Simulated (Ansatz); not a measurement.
# 3-layer 1T-SbSI (AA) in a perpendicular field, part 3 of 3

What dipole does a perpendicular field induce in the 3-layer 1T-SbSI (AA), and does the gap follow? A positive field points along +c.

Ansatz 0.2.0; plane-wave DFT, PBE-D4, Ansatz PAW (the session's first sound run).

So far, gap along the path (eV): step 3 (atoms held, field 0, start network) 1.01; step 4 (field 0.1 V/Å) 0.826; step 5 (field -0.1 V/Å) 1.19; step 6 (field 0.5 V/Å) 0.150; step 7 (field -0.3 V/Å) 1.51.

### Step 9. The same run with other settings: hamiltonian.xc = "rpbe"

This step: plane-wave DFT, PBE-D4, Ansatz PAW, but for the change named below (Ansatz 0.2.0).

A run with a changed input: it repeats the earlier run at 0.1 V/Å with hamiltonian.xc from pbe to rpbe.

Contents of input.yaml:

```yaml
crystal:
  lattice:
    - [4.0206406789, 0.0, 0.0]
    - [-2.0103203394, 3.4819769674, 0.0]
    - [0.0, 0.0, 34.3865176857]
  atoms:
    - { symbol: I, position: [0.6666666667, 0.3333333333, 0.2617304864] }
    - { symbol: Sb, position: [0.0, 0.0, 0.3240669658] }
    - { symbol: S, position: [0.3333333333, 0.6666666667, 0.3627602536] }
    - { symbol: I, position: [0.6666666667, 0.3333333333, 0.4495204471] }
    - { symbol: Sb, position: [0.0, 0.0, 0.5118295878] }
    - { symbol: S, position: [0.3333333333, 0.6666666667, 0.5504838532] }
    - { symbol: I, position: [0.6666666667, 0.3333333333, 0.6372365609] }
    - { symbol: Sb, position: [0.0, 0.0, 0.699585353] }
    - { symbol: S, position: [0.3333333333, 0.6666666667, 0.7382695136] }
kpoints:
  mp_grid: { grid: [12, 12, 1] }
  band_path:
    path: [[0, 0, 0], [0.5, 0, 0], [0.33333333, 0.33333333, 0], [0, 0, 0]]
    npoints: 16
hamiltonian:
  xc: rpbe
  dispersion: d4
scf:
  occupations: { method: fermi_dirac, width: 0.02585 }
  convergence: { dr2_threshold: 1.0e-10 }
efield:
  axis: 3
  dipole_correction: true
  ramp_position: 0.9636
  ramp_width: 0.0628
  amplitude: 0.1
output:
  write_potential: true
  write_density: true
  volumetric_format: npy
```

Command:

```sh
ansatz run input.yaml --threads 4 --pin off --max-ram 6144MiB --backend cpu --events-out ev --progress --plain --runs-dir out
```

Numbers of over 12 decimals in the logs are rounded to 6 here.

The log of the run:

```text
[...]
Crystal: 9 atoms, lattice volume = 481.404 Å³
Basis set: ecut = 420 eV, 9463 PW (Γ)
Bands: 69, of which v1, the nominal top of the filled ones, is band 57 counted from 1 (56 counted from 0)
Symmetry: 6 space group operations
[...]
k-points: 19 of 144 (time reversal used)
[...]
SCF iter   1: F=—  HF=-44772.085644 eV  |F-HF|=—  |Δ(HF+E_count)|=         —  Δρ=2.31e-2  dr2=6.35e0  ethr=3.10e-3  p=0.143 e·Å  D=5.36e-2 V/Å  ΔV_dip=-1.84 eV  dr2_dipole=2.88e-1  V_vac-E_F(+/−)=5.46/4.15 eV  ⟨swp⟩=11.2  Hψ=6362  notcnv=0  defer=5
[...]
SCF iter  20: F=-44770.673355 eV  HF=-44770.673355 eV  |F-HF|=2.18e-11  |Δ(HF+E_count)|=  8.00e-11  Δρ=7.70e-8  dr2=6.58e-11  ethr=1.00e-12  p=0.048 e·Å  D=1.81e-2 V/Å  ΔV_dip=-0.62 eV  dr2_dipole=5.60e-12  V_vac-E_F(+/−)=6.11/3.57 eV  ⟨swp⟩=13.6  Hψ=4833  notcnv=0
SCF 1 converged in 20 iterations: F = -44770.673355 eV  dr2 = 6.58e-11
[...]
SCF converged after 20 iterations
Free energy (F): -44770.673355 eV
[...]
Internal energy: -44770.673355 eV  (E = F + TS)
E sigma→0 (E₀):  -44770.673355 eV
Fermi energy:    2.265890 eV
Dipole field:    D = 0.018080 V/Å  (p = 0.048099 e·Å, saw-weighted, corrected)
Work function:   not extracted (applied field tilts the vacuum); planar V_es + V_field profile in the machine report
[...]
--- Band table (eV; the first three rows and the last of 19) ---
  k-point 0: bands = [... 53 lower, 0.9722, 1.1824, 1.1824, 1.3503, 2.6692, 3.2092, 3.3350, 3.3350, ... 8 higher]
  k-point 1: bands = [... 53 lower, 0.9447, 1.1560, 1.2959, 1.5755, 2.8277, 3.2204, 3.4478, 3.4525, ... 8 higher]
  k-point 2: bands = [... 53 lower, 0.9935, 1.0698, 1.3902, 1.7729, 2.8872, 3.3416, 3.7383, 3.7482, ... 8 higher]
  k-point 18: bands = [... 53 lower, 0.2263, 0.4615, 0.9395, 1.4429, 4.0734, 4.1611, 4.6509, 4.6778, ... 8 higher]
```

Run time: 17 s. Hardware: 4 threads of AMD EPYC 9R45 (Zen 5), shared host; peak memory 1.5 GiB; 66 s of CPU time.

This step gave:

```yaml
dipole_along_the_normal: 0.04810 e·Å
gap_along_the_path: 0.8527 eV
smallest_direct_gap_along_the_path: 1.115 eV
gap_the_smaller_of_path_and_mesh: 0.8527 eV
```

Electronic bands along the path, in eV, zero at the Fermi level of the run, which the smearing sets inside the gap:

```csv
point,band 54,band 55,band 56,band 57,band 58,band 59,band 60,band 61
Γ,-1.29,-1.08,-1.08,-0.92,0.40,0.94,1.07,1.07
halfway,-1.56,-1.33,-1.12,-0.66,0.73,1.24,1.69,1.78
M,-2.01,-1.77,-1.59,-1.26,0.78,1.29,1.76,2.12
halfway,-2.04,-1.67,-1.29,-0.96,1.49,1.73,2.07,2.14
K,-2.04,-1.80,-1.33,-0.82,1.81,1.90,2.38,2.41
halfway,-1.71,-1.29,-0.92,-0.52,1.14,1.53,1.71,1.91
Γ,-1.29,-1.08,-1.08,-0.92,0.40,0.94,1.07,1.07
```

```csv
quantity,this run,earlier run,difference
dipole along the normal (e·Å),0.04810,0.05047,-0.0024
gap along the path (eV),0.8527,0.8259,0.027
smallest direct gap along the path (eV),1.115,1.097,0.019
```

What moves beyond 0.01 in its unit (for the dipole 0.5 % and 5e-5 e·Å): dipole along the normal (-0.00237 e·Å), gap along the path (+0.0268 eV) and smallest direct gap along the path (+0.0187 eV).

### Step 10. Varying the input

This step: plane-wave DFT, PBE-D4, Ansatz PAW (Ansatz 0.2.0).

Another changed input: it repeats the earlier run at 0.1 V/Å with scf.occupations.method from fermi_dirac to gaussian and scf.occupations.width from 0.02585 to 0.005.

Edit input.yaml of step 9 so:

```diff
@@ -21,6 +21,6 @@
 hamiltonian:
-  xc: rpbe
+  xc: pbe
   dispersion: d4
 scf:
-  occupations: { method: fermi_dirac, width: 0.02585 }
+  occupations: { method: gaussian, width: 0.005 }
   convergence: { dr2_threshold: 1.0e-10 }
```

The log of the run:

```text
[...]
Crystal: 9 atoms, lattice volume = 481.404 Å³
Basis set: ecut = 420 eV, 9463 PW (Γ)
Bands: 69, of which v1, the nominal top of the filled ones, is band 57 counted from 1 (56 counted from 0)
Symmetry: 6 space group operations
[...]
k-points: 19 of 144 (time reversal used)
[...]
SCF iter   1: F=—  HF=-44705.281686 eV  |F-HF|=—  |Δ(HF+E_count)|=         —  Δρ=2.26e-2  dr2=6.11e0  ethr=3.10e-3  p=0.143 e·Å  D=5.36e-2 V/Å  ΔV_dip=-1.84 eV  dr2_dipole=2.91e-1  V_vac-E_F(+/−)=5.61/4.29 eV  ⟨swp⟩=9.4  Hψ=6012  notcnv=0  defer=12
[...]
SCF iter  21: F=-44703.865233 eV  HF=-44703.865233 eV  |F-HF|=1.24e-10  |Δ(HF+E_count)|=  9.46e-11  Δρ=1.08e-7  dr2=8.83e-11  ethr=1.00e-12  p=0.050 e·Å  D=1.90e-2 V/Å  ΔV_dip=-0.65 eV  dr2_dipole=4.27e-12  V_vac-E_F(+/−)=6.25/3.74 eV  ⟨swp⟩=14.1  Hψ=5350  notcnv=0
SCF 1 converged in 21 iterations: F = -44703.865233 eV  dr2 = 8.83e-11
[...]
SCF converged after 21 iterations
Free energy (F): -44703.865233 eV
[...]
Internal energy: -44703.865233 eV  (E = F + TS)
E sigma→0 (E₀):  -44703.865233 eV
Fermi energy:    2.101052 eV
Dipole field:    D = 0.018969 V/Å  (p = 0.050465 e·Å, saw-weighted, corrected)
Work function:   not extracted (applied field tilts the vacuum); planar V_es + V_field profile in the machine report
[...]
--- Band table (eV; the first three rows and the last of 19) ---
  k-point 0: bands = [... 53 lower, 0.8541, 1.0901, 1.0901, 1.2226, 2.5295, 3.0606, 3.2298, 3.2298, ... 8 higher]
  k-point 1: bands = [... 53 lower, 0.8552, 1.0638, 1.1898, 1.4569, 2.6969, 3.0819, 3.3297, 3.3481, ... 8 higher]
  k-point 2: bands = [... 53 lower, 0.9019, 0.9773, 1.2869, 1.6578, 2.7519, 3.1972, 3.5952, 3.6353, ... 8 higher]
  k-point 18: bands = [... 53 lower, 0.1301, 0.3501, 0.8259, 1.3255, 3.9403, 4.0327, 4.5167, 4.5722, ... 8 higher]
```

Elapsed: 17 s, on 4 threads; peak memory 1.5 GiB.

This step gave:

| Quantity | Value |
| --- | --- |
| gap on the k-mesh | 0.8569 eV |
| dipole along the normal | 0.05046 e·Å |
| gap along the path | 0.8259 eV |
| smallest direct gap along the path | 1.097 eV |
| gap, the smaller of path and mesh | 0.8259 eV |

The electronic bands at the labelled points (eV, zero at the Fermi level of the run, which the smearing sets inside the gap):

```csv
point,band 54,band 55,band 56,band 57,band 58,band 59,band 60,band 61
Γ,-1.25,-1.01,-1.01,-0.88,0.43,0.96,1.13,1.13
halfway,-1.50,-1.26,-1.06,-0.62,0.76,1.26,1.71,1.84
M,-1.93,-1.72,-1.52,-1.21,0.81,1.30,1.77,2.15
halfway,-1.98,-1.60,-1.23,-0.91,1.53,1.76,2.10,2.18
K,-1.97,-1.75,-1.28,-0.78,1.84,1.93,2.42,2.47
halfway,-1.64,-1.21,-0.85,-0.47,1.18,1.55,1.76,1.94
Γ,-1.25,-1.01,-1.01,-0.88,0.43,0.96,1.13,1.13
```

```csv
quantity,this run,earlier run,difference
dipole along the normal (e·Å),0.05046,0.05047,-4.0e-6
gap along the path (eV),0.8259,0.8259,7.0e-6
smallest direct gap along the path (eV),1.097,1.097,6.0e-6
```

Nothing in the table moves by 0.01 in its unit (for the dipole 0.5 % and 5e-5 e·Å). The run took 21 SCF cycles against 20.

The path shows an indirect gap of 0.83 eV (valence top between K and Γ, conduction bottom at Γ). The least direct gap is 1.10 eV.

### Step 11. Summary of results

* gap without field: 1.01 eV
* ionisation energy, upper face: 6.02 eV
* electron affinity, upper face: 5.02 eV
* step between the vacuum levels: 1.02 eV
* equivalent conductor thickness, atoms held: 16.7 Å

**Reading.** The induced dipole equals that of a perfect conductor 16.69 Å thick, while the outer atoms lie 16.39 Å apart; an out-of-plane ε follows only once a thickness t is chosen, by 1 − 1/ε = 16.69 Å / t. The two faces differ: the vacuum level above lies 1.02 eV higher than the one below. The gap goes from 1.01 eV to 0.15 eV at 0.5 V/Å. With the field reversed the gap is 1.51 eV at -0.3 V/Å. Semilocal functionals give gaps that are too small, and excitons are not included. Spin-orbit coupling is left out, which matters for the bands of elements this heavy.

[Logs are printed without paths, hosts, clocks, repeated set-up lines and the standing remarks that a program may print on its own settings, such as how far it seeks lower states.]

[Hosts, paths, dates, database ids (printed as entryN), source tags and the programs' standing remarks are cut or masked in the printed files.]

[Maps of the electrostatic potential energy from Ansatz leave out the sawtooth potential of an applied field or a dipole correction, so their vacuum need not be flat; planar profiles and work functions include it.]
